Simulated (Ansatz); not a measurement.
# What NaVS3 (model cell, started as cubic perovskite with V in the octahedra) distorts into, part 2 of 3

Aim: this structure of NaVS3 (model cell, started as cubic perovskite with V in the octahedra) is to be tested for unstable modes, and one is followed downhill.

Ansatz 0.2.0; DFT PBEsol, scalar-relativistic, plane waves, PAW; PAW set soft_1.

So far, highest frequency on the path or at a solved wavevector (cm⁻¹): step 2 (the dispersion) 454. Also lowest frequency on the path (cm⁻¹): step 2 -216.

The structure was built from a prototype and need not be the compound's stable phase.

### 4. The mode frozen in, largest atomic shift 0.08 Å

The atoms are moved along the unstable eigenvector, the largest shift by 0.08 Å, with the cell fixed.

Contents of input.yaml:

```yaml
crystal:
  lattice:
    - [4.5683033595, 4.5683033595, 0.0]
    - [4.5683033595, 0.0, 4.5683033595]
    - [4.5683033595, 0.0, -4.5683033595]
  atoms:
    - { symbol: Na, position: [0.0, 0.0, 0.0] }
    - { symbol: Na, position: [0.0, 0.5, 0.5] }
    - { symbol: V, position: [0.5, 0.25, 0.75] }
    - { symbol: V, position: [0.5, 0.75, 0.25] }
    - { symbol: S, position: [0.5, -0.0087559859, 0.0087559859] }
    - { symbol: S, position: [0.5, 0.5087559859, 0.4912440141] }
    - { symbol: S, position: [0.0131623114, 0.4934188443, -0.0065811557] }
    - { symbol: S, position: [-0.0131623114, 0.0065811557, 0.5065811557] }
    - { symbol: S, position: [0.5, 0.0021748302, 0.5021748302] }
    - { symbol: S, position: [0.5, 0.4978251698, -0.0021748302] }
kpoints:
  mp_grid: { grid: [8, 8, 8] }
hamiltonian:
  xc: pbesol
  pseudopotentials: { kind: paw, azcp: { folder: soft_1 }, xc_functional: pbe }
scf:
  occupations: { method: methfessel_paxton, width: 0.2 }
output:
  forces: true
  stress: true
  eigenvalues: true
```

On the command line:

```
$ ansatz run input.yaml --threads 8 --pin off --max-ram 16384MiB --backend cpu --events-out ev --progress --plain --runs-dir out
```

Numbers of over 12 decimals in the logs are rounded to 6 here.

Log:

```text
[...]
Crystal: 10 atoms, lattice volume = 190.675 Å³
Basis set: ecut = 420 eV, 3719 PW (Γ), exchange–correlation on 90×90×90 points (8 copies of the dense FFT grid, shifted against one another)
Bands: 50, of which v1, the nominal top of the filled ones, is band 40 counted from 1 (39 counted from 0)
Symmetry: 8 space group operations
[...]
k-points: 95 of 512
[...]
k-point 0: bands = [... 36 lower, 5.7646, 6.4757, 6.4819, 6.4884, 7.2285, 7.2540, 7.2676, 7.2907, ... 6 higher]
  k-point 1: bands = [... 36 lower, 6.0498, 6.3314, 6.3500, 6.5185, 7.1352, 7.1725, 7.2255, 7.5688, ... 6 higher]
  k-point 2: bands = [... 36 lower, 5.8909, 6.4702, 6.5533, 6.6663, 6.8394, 6.9282, 7.0508, 7.5919, ... 6 higher]
  k-point 94: bands = [... 36 lower, 4.9481, 5.7123, 6.1890, 6.1897, 7.2629, 7.2795, 7.7294, 7.9150, ... 6 higher]
[key lines of the parts left out:]
SCF converged after 10 iterations
Free energy (F): -14038.324399 eV
Fermi energy:    6.821328 eV
P = ⅓ Tr σ = 0.4991 GPa (4.991 kbar)
```

Run time: 6.2 s. Hardware: 8 threads of Arm Neoverse V2, shared host; peak memory 1.1 GiB; 47 s of CPU time.

This step gave:

| Quantity | Value |
| --- | --- |
| pressure | 0.4991 GPa |
| gap on the k-mesh | 0.02510 eV |
| energy from the undistorted cell | -1.482 meV/atom |

The energy, extrapolated to zero smearing, is -1.48 meV/atom against the undistorted cell.

The run ends at a pressure of 0.50 GPa, with forces up to 0.13 eV/Å.

### 5. Energy along the mode, all amplitudes (two of the runs are shown above)

An imaginary frequency means negative curvature, so the energy should fall and then rise again as anharmonic terms take over.

This step gave:

| Item | Value |
| --- | --- |
| depth at the lowest point sampled | 1.482 meV/atom |
| largest atomic shift at that point | 0.08 Å |

Table of energy from the parent by largest atomic shift:

| largest atomic shift (Å) | energy from the parent (meV/atom) |
| --- | --- |
| 0.0000 | 0 |
| 0.0400 | -1.06 |
| 0.0800 | -1.48 |
| 0.1400 | 7.86 |

Displacement at unit largest shift by atom:

| atom | x (Å) | y (Å) | z (Å) | size |
| --- | --- | --- | --- | --- |
| Na1 | 0.00 | 0.00 | 0.00 | 0.00 |
| Na2 | 0.00 | 0.00 | 0.00 | 0.00 |
| V3 | 0.00 | 0.00 | 0.00 | 0.00 |
| V4 | 0.00 | 0.00 | 0.00 | 0.00 |
| S5 | 0.00 | 0.00 | -1.00 | 1.00 |
| S6 | 0.00 | 0.00 | 1.00 | 1.00 |
| S7 | 0.00 | 0.75 | 0.00 | 0.75 |
| S8 | 0.00 | -0.75 | 0.00 | 0.75 |
| S9 | 0.25 | 0.00 | 0.00 | 0.25 |
| S10 | -0.25 | 0.00 | 0.00 | 0.25 |

The lowest of the steps tried is at 0.08 Å, 1.48 meV/atom below the parent; the bottom of the well need not coincide with a step.

### 6. Relaxing from the distorted cell

Starting from the lowest point found, all atoms and the cell are let go, so that strain and other modes of the same symmetry can join in.

input.yaml, as its differences from that of step 4:

```diff
@@ -27 +27,6 @@
   eigenvalues: true
+relax:
+  adjacent_minimum: "off"
+  f_tol: 0.002
+  max_steps: 120
+  cell: { stress_tol: 0.03 }
```

Log:

```text
[...]
Crystal: 10 atoms, lattice volume = 190.675 Å³
Basis set: ecut = 420 eV, 3719 PW (Γ), exchange–correlation on 90×90×90 points (8 copies of the dense FFT grid, shifted against one another)
Bands: 50, of which v1, the nominal top of the filled ones, is band 40 counted from 1 (39 counted from 0)
Symmetry: 8 space group operations
[...]
k-points: 95 of 512
[...]
SCF iter   1: F=—  HF=-14041.026086 eV  |F-HF|=—  |Δ(HF+E_count)|=         —  Δρ=9.48e-2  dr2=2.80e1  ethr=3.10e-3  ⟨swp⟩=8.2  Hψ=19754  notcnv=0
[...]
SCF iter  10: F=-14038.324399 eV  HF=-14038.324399 eV  |F-HF|=6.17e-9  |Δ(HF+E_count)|=   5.53e-8  S|Δr|=    0.00e0  Δρ=3.82e-6  dr2=2.37e-8  ethr=1.25e-10  ⟨swp⟩=5.5  Hψ=21125  notcnv=0
SCF 1 converged in 10 iterations: F = -14038.324399 eV  dr2 = 2.37e-8
[...]
relax step   1: F+E_penalty+E_count = -14038.32439891 eV  Δ(F+E_penalty+E_count) = +0.000e0 eV  max|allowed force component| = 1.328e-1 eV/Å  Δτ_max = 0.0000 Å  P = +0.499 GPa  Ω = 190.675 Å³  (10 SCF iters, dr2 threshold 1.00e-7 eV, accepted)
Crystal: 10 atoms, lattice volume = 191.488 Å³
[...]
SCF iter   5: F=-14038.326990 eV  HF=-14038.326991 eV  |F-HF|=2.87e-7  |Δ(HF+E_count)|=   6.49e-8  S|Δr|=    0.00e0  Δρ=1.46e-5  dr2=8.27e-7  ethr=1.25e-9  ⟨swp⟩=6.0  Hψ=19082  notcnv=0
SCF 2 converged in 5 iterations: F = -14038.326990 eV  dr2 = 8.27e-7
relax step   2: F+E_penalty+E_count = -14038.32699029 eV  Δ(F+E_penalty+E_count) = -2.591e-3 eV  max|allowed force component| = 7.518e-2 eV/Å  Δτ_max = 0.0037 Å  P = +0.107 GPa  Ω = 191.488 Å³  energy of the carried Pulay correction = -2.556e-4 eV  (5 SCF iters, dr2 threshold 1.00e-6 eV, accepted)
Crystal: 10 atoms, lattice volume = 191.716 Å³
[...]
SCF iter   5: F=-14038.327880 eV  HF=-14038.327880 eV  |F-HF|=1.20e-7  |Δ(HF+E_count)|=   9.56e-8  S|Δr|=    0.00e0  Δρ=9.18e-6  dr2=3.26e-7  ethr=4.42e-10  ⟨swp⟩=4.0  Hψ=18861  notcnv=0
SCF 3 converged in 5 iterations: F = -14038.327880 eV  dr2 = 3.26e-7
relax step   3: F+E_penalty+E_count = -14038.32787951 eV  Δ(F+E_penalty+E_count) = -8.892e-4 eV  max|allowed force component| = 2.868e-2 eV/Å  Δτ_max = 0.0052 Å  P = -0.047 GPa  Ω = 191.716 Å³  energy of the carried Pulay correction = -3.270e-4 eV  (5 SCF iters, dr2 threshold 3.53e-7 eV, accepted)
[...]
relax step   4: F+E_penalty+E_count = -14038.32814257 eV  Δ(F+E_penalty+E_count) = -2.631e-4 eV  max|allowed force component| = 9.579e-3 eV/Å  Δτ_max = 0.0037 Å  P = -0.025 GPa  Ω = 191.582 Å³  energy of the carried Pulay correction = -2.852e-4 eV  (6 SCF iters, dr2 threshold 5.14e-8 eV, accepted)
[...]
relax step   5: F+E_penalty+E_count = -14038.32820704 eV  Δ(F+E_penalty+E_count) = -6.447e-5 eV  max|allowed force component| = 7.918e-3 eV/Å  Δτ_max = 0.0015 Å  P = -0.002 GPa  Ω = 191.497 Å³  energy of the carried Pulay correction = -2.583e-4 eV  (5 SCF iters, dr2 threshold 5.74e-9 eV, accepted)
[...]
relax step   6: F+E_penalty+E_count = -14038.32828924 eV  Δ(F+E_penalty+E_count) = -8.220e-5 eV  max|allowed force component| = 5.052e-3 eV/Å  Δτ_max = 0.0180 Å  P = +0.022 GPa  Ω = 191.478 Å³  energy of the carried Pulay correction = -2.523e-4 eV  (8 SCF iters, dr2 threshold 3.92e-9 eV, accepted)
[...]
relax step   7: F+E_penalty+E_count = -14038.32834494 eV  Δ(F+E_penalty+E_count) = -5.570e-5 eV  max|allowed force component| = 6.797e-3 eV/Å  Δτ_max = 0.0073 Å  P = -0.002 GPa  Ω = 191.498 Å³  energy of the carried Pulay correction = -2.586e-4 eV  (6 SCF iters, dr2 threshold 1.89e-8 eV, accepted)
[...]
relax step   8: F+E_penalty+E_count = -14038.32835378 eV  Δ(F+E_penalty+E_count) = -8.839e-6 eV  max|allowed force component| = 4.103e-4 eV/Å  Δτ_max = 0.0023 Å  P = +0.002 GPa  Ω = 191.508 Å³  energy of the carried Pulay correction = -2.618e-4 eV  (6 SCF iters, dr2 threshold 2.89e-9 eV, accepted)
[...]
SCF iter   7: F=-14038.328605 eV  HF=-14038.328605 eV  |F-HF|=1.82e-12  |Δ(HF+E_count)|=  1.82e-12  S|Δr|=    0.00e0  Δρ=3.77e-8  dr2=4.23e-12  ethr=1.00e-12  ⟨swp⟩=4.4  Hψ=14522  notcnv=0
SCF 9 converged in 7 iterations: F = -14038.328605 eV  dr2 = 4.23e-12
relax step   9: F+E_penalty+E_count = -14038.32860503 eV  Δ(F+E_penalty+E_count) = -2.513e-4 eV  max|allowed force component| = 4.235e-4 eV/Å  Δτ_max = 0.0000 Å  P = +0.002 GPa  Ω = 191.508 Å³  stress off target by 2.89e-3 GPa  SCF on the basis re-selected at this cell (its energy is not comparable with the rows above)  (7 SCF iters)
basis re-selected at this cell: Δ(F+E_penalty+E_count) = -2.513e-4 eV, ΔP = +0.000 GPa vs the last step (what re-selecting the basis moved, of the pressure what is left beyond the Pulay correction that the steps carried, after the strain that the cell walked since its last selection, with what the two solves' SCF thresholds leave and, on support functions, any second-order correction that the steps lacked; it is no m [...]
SCF converged after 7 iterations
[...]
Free energy (F): -14038.328605 eV
[...]
Internal energy: -14038.357196 eV  (E = F + TS)
E sigma→0 (E₀):  -14038.335753 eV
Entropy (-TS):   0.028591 eV (2.859 meV/atom)
Fermi energy:    6.759529 eV
[...]
--- Forces (eV/Å), atoms counted from 1 ---
  atom   1  Na     0.00000000     0.00000000    -0.00000000
  atom   2  Na     0.00000000     0.00000000     0.00000000
  atom   3  V      0.00000000     0.00000000     0.00000000
  atom   4  V      0.00000000     0.00000000     0.00000000
  atom   5  S      0.00000000     0.00000000     0.00042350
  atom   6  S      0.00000000     0.00000000    -0.00042350
  atom   7  S      0.00000000    -0.00013859     0.00000000
  atom   8  S      0.00000000     0.00013859     0.00000000
  atom   9  S     -0.00002972     0.00000000     0.00000000
  atom  10  S      0.00002972     0.00000000     0.00000000
  max |Σ_I F_I| component: 2.71e-20 eV/Å
--- Stress (GPa, compression-positive) ---
        0.001408       0.000000       0.000000
        0.000000       0.002886       0.000000
        0.000000       0.000000       0.001926
  P = ⅓ Tr σ = 0.0021 GPa (0.021 kbar)
--- Band table (eV; the first three rows and the last of 95) ---
  k-point 0: bands = [... 36 lower, 5.7030, 6.4191, 6.4191, 6.4275, 7.1689, 7.1928, 7.2113, 7.2114, ... 6 higher]
  k-point 1: bands = [... 36 lower, 6.0004, 6.2823, 6.3010, 6.4660, 7.0725, 7.0922, 7.1446, 7.5062, ... 6 higher]
  k-point 2: bands = [... 36 lower, 5.8356, 6.4449, 6.5440, 6.5960, 6.7850, 6.8282, 6.9627, 7.5292, ... 6 higher]
  k-point 94: bands = [... 36 lower, 4.8956, 5.6892, 6.1296, 6.1297, 7.1957, 7.2015, 7.6646, 7.8575, ... 6 higher]
--- Relaxed structure (8 steps of the walk, 8 accepted, 1 SCFs on fresh bases) ---
  F+E_penalty+E_count = -14038.32860503 eV   max|allowed force component| = 4.235e-4 eV/Å   (the final SCF, on the basis selected at the relaxed cell)
  cell:  # Å, volume = 191.5079 Å³
    - [4.568424, 4.578150, 0.0]
    - [4.568424, 0.0, 4.578260]
    - [4.568424, 0.0, -4.578260]
  atoms:
    - { symbol: Na, position: [0, 0, 0] }
    - { symbol: Na, position: [0, 0.5, 0.5] }
    - { symbol: V, position: [0.5, 0.250000, 0.750000] }
    - { symbol: V, position: [0.5, 0.750000, 0.250000] }
    - { symbol: S, position: [0.5, -0.00669726, 0.00669726] }
    - { symbol: S, position: [0.5, 0.506697, 0.493303] }
    - { symbol: S, position: [0.013347, 0.493326, -0.00667364] }
    - { symbol: S, position: [-0.013347, 0.00667364, 0.506674] }
    - { symbol: S, position: [0.5, 2.216828074944055e-5, 0.500022] }
    - { symbol: S, position: [0.5, 0.499978, -2.2168280749162994e-5] }
```

Elapsed: 50 s, on 8 threads; peak memory 1.2 GiB; 6.4 min of CPU time.

The steps of the relaxation:

| step | energy less that of the first step (eV) | largest force component (eV/Å) | pressure (GPa) | volume (Å³) |
| --- | --- | --- | --- | --- |
| 1 | 0.0000 | 0.1328 | 0.50 | 190.68 |
| 2 | -0.0026 | 0.0752 | 0.11 | 191.49 |
| 3 | -0.0035 | 0.0287 | -0.05 | 191.72 |
| 4 | -0.0037 | 0.0096 | -0.03 | 191.58 |
| 5 | -0.0038 | 0.0079 | 0.00 | 191.50 |
| 6 | -0.0039 | 0.0051 | 0.02 | 191.48 |
| 7 | -0.0039 | 0.0068 | 0.00 | 191.50 |
| 8 | -0.0040 | 0.0004 | 0.00 | 191.51 |
| 9* | -0.0042 | 0.0004 | 0.00 | 191.51 |

Relaxation steps marked * repeat the geometry before them on a plane-wave basis chosen anew for their cell, so energy and pressure can jump there.

The run keeps the 8 symmetry operations that it works with, so distortions that break them were not tested.

| cell as run | before | after | change |
| --- | --- | --- | --- |
| a (Å) | 6.461 | 6.468 | +0.1 % |
| b (Å) | 6.461 | 6.468 | +0.1 % |
| c (Å) | 6.461 | 6.468 | +0.1 % |
| α (°) | 90.00 | 90.12 | +0.1 % |
| β (°) | 60.00 | 60.07 | +0.1 % |
| γ (°) | 60.00 | 60.07 | +0.1 % |
| volume (Å³/atom) | 19.07 | 19.15 | +0.4 % |

The atoms that moved most (Å, as changes of fractional coordinates times the final cell):

| atom | dx | dy | dz | length |
| --- | --- | --- | --- | --- |
| S10 | 0.020 | 0.000 | 0.000 | 0.020 |
| S9 | -0.020 | 0.000 | 0.000 | 0.020 |
| S6 | 0.000 | 0.000 | -0.019 | 0.019 |
| S5 | 0.000 | 0.000 | 0.019 | 0.019 |

This step gave:

- pressure: 0.002073 GPa
- volume per atom: 19.15 Å³
- gap on the k-mesh: 0 eV

The distorted start has space group Fmmm; the relaxation ends in I4/mcm.

### 7. The new phase in its own primitive cell

The relaxed structure is symmetrised, reduced to its primitive cell and relaxed tightly, as its phonons need.

input.yaml, the sections that differ from step 6:

```yaml
crystal:
  lattice:
    - [-3.2372795499, 3.2372795499, 4.5684239706]
    - [3.2372795499, -3.2372795499, 4.5684239706]
    - [3.2372795499, 3.2372795499, -4.5684239706]
  atoms:
    - { symbol: Na, position: [0.75, 0.75, 0.0] }
    - { symbol: Na, position: [0.25, 0.25, 0.0] }
    - { symbol: V, position: [0.0, 0.5, 0.5] }
    - { symbol: V, position: [0.5, 0.0, 0.5] }
    - { symbol: S, position: [0.2566972587, 0.7566972587, 0.0133945174] }
    - { symbol: S, position: [0.7433027413, 0.2433027413, 0.9866054826] }
    - { symbol: S, position: [0.7566972587, 0.7433027413, 0.5] }
    - { symbol: S, position: [0.2433027413, 0.2566972587, 0.5] }
    - { symbol: S, position: [0.75, 0.25, 0.5] }
    - { symbol: S, position: [0.25, 0.75, 0.5] }
relax:
  adjacent_minimum: "off"
  f_tol: 0.001
  max_steps: 60
  cell: { stress_tol: 0.01 }
# kpoints, hamiltonian, scf, output: as in step 6
```

Log:

```text
[...]
Crystal: 10 atoms, lattice volume = 191.508 Å³
Basis set: ecut = 420 eV, 3719 PW (Γ), exchange–correlation on 90×90×90 points (8 copies of the dense FFT grid, shifted against one another)
Bands: 50, of which v1, the nominal top of the filled ones, is band 40 counted from 1 (39 counted from 0)
Symmetry: 16 space group operations
[...]
k-points: 59 of 512
[...]
- { symbol: Na, position: [0.250000, 0.250000, 0.0] }
    - { symbol: V, position: [0.0, 0.5, 0.5] }
    - { symbol: V, position: [0.5, 0.0, 0.5] }
    - { symbol: S, position: [0.256697, 0.7566972587, 0.013395] }
    - { symbol: S, position: [0.743303, 0.243303, 0.986605] }
    - { symbol: S, position: [0.7566972587, 0.743303, 0.5] }
    - { symbol: S, position: [0.2433027413, 0.2566972587, 0.5] }
    - { symbol: S, position: [0.75, 0.250000, 0.5] }
    - { symbol: S, position: [0.250000, 0.75, 0.5] }
[key lines of the parts left out:]
SCF converged after 7 iterations
Free energy (F): -14038.328605 eV
Fermi energy:    6.759606 eV
P = ⅓ Tr σ = 0.0033 GPa (0.033 kbar)
```

It took 8.7 s on 8 threads; peak memory 0.99 GiB; 65 s of CPU time.

Little changed from the start: no atom moved by 0.005 Å and no cell edge by 0.1 %.

Numbers from this step:

```yaml
pressure: 0.003295 GPa
```

The largest force component left is 0.66 meV/Å and the pressure is 0.003 GPa, within the tolerances set. The cell now holds 19.15 Å³/atom.

[end of part 2 of 3]

[Logs are printed without paths, hosts, clocks, repeated set-up lines and the standing remarks that a program may print on its own settings, such as how far it seeks lower states.]

[Hosts, paths, dates, database ids (printed as entryN), source tags and the programs' standing remarks are cut or masked in the printed files.]
